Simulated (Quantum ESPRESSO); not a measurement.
Records of electronic-structure calculations.

**Fixed-spin-moment curve of MnCuAs**

Symmetry: P4/nmm, No. 129, tetragonal system. The conventional cell has a = 3.820 Å, b = 3.820 Å, c = 6.318 Å, α = 90.00°, β = 90.00°, γ = 90.00°. Nearest to Cu lie 4 As at 2.54 Å and 4 Cu at 2.70 Å and 4 Mn at 2.83 Å. Nearest to Mn lie 5 As at 2.55 to 2.73 Å and 4 Cu at 2.83 Å. Nearest to As lie 4 Cu at 2.54 Å and 5 Mn at 2.55 to 2.73 Å. Farther neighbours are not listed.

```xyz
6
Lattice="3.8200 0.0000 0.0000 0.0000 3.8200 0.0000 0.0000 0.0000 6.3180" Properties=species:S:1:pos:R:3 pbc="T T T"
Cu    2.8650    0.9550    0.0000
Cu    0.9550    2.8650    0.0000
Mn    0.9550    0.9550    4.2331
Mn    2.8650    2.8650    2.0849
As    0.9550    0.9550    1.6806
As    2.8650    2.8650    4.6374
```

```yaml
method: PBE; plane waves with GBRV 1.5 PBE potentials, no spin-orbit coupling (and 1 further level or step)
program: Quantum ESPRESSO 7.5
settings_of_one_run: GBRV 1.5 PBE, cutoff 544.23 eV, 8×8×8 k-mesh, 54 bands, fermi-dirac occupations, smearing width 0.05 eV, collinear spin, SCF threshold 1.20e-8, starting moments 0 0 3.5 3.5 0 0 μB
cost: 11 runs, 34 min in all on 4 MPI ranks of Arm Neoverse V2, shared host (the runs of this entry)
notes: The run is spin-polarised, with a total moment of 7.86 μB a cell (absolute 8.18). All runs start parallel; opposed orders may lie lower.
moment_of_the_free_run: 7.86 μB a cell
energy_at_zero_total_moment: 2559 meV a cell over the lowest
delta_e_delta_m2_from_the_lowest_point_to_8p25_and_to_7p07_mu_b: 147 and 141 meV/μB²
```

At zero total moment the site moments vanish, so the 2559 meV a cell is the energy of forming them. The points show one minimum alone.

[Logs and program files are shortened in this print: banners, set-up blocks, solver, clock and traceback lines can be left out without a mark of their own.]

[Logs are printed without paths, hosts, clocks, repeated set-up lines and the standing remarks that a program may print on its own settings, such as how far it seeks lower states.]

[Hosts, paths, dates, database ids (printed as entryN), source tags and the programs' standing remarks are cut or masked in the printed files.]

[Where a cell is said to come from a database of computed structures, the database is the Materials Project.]
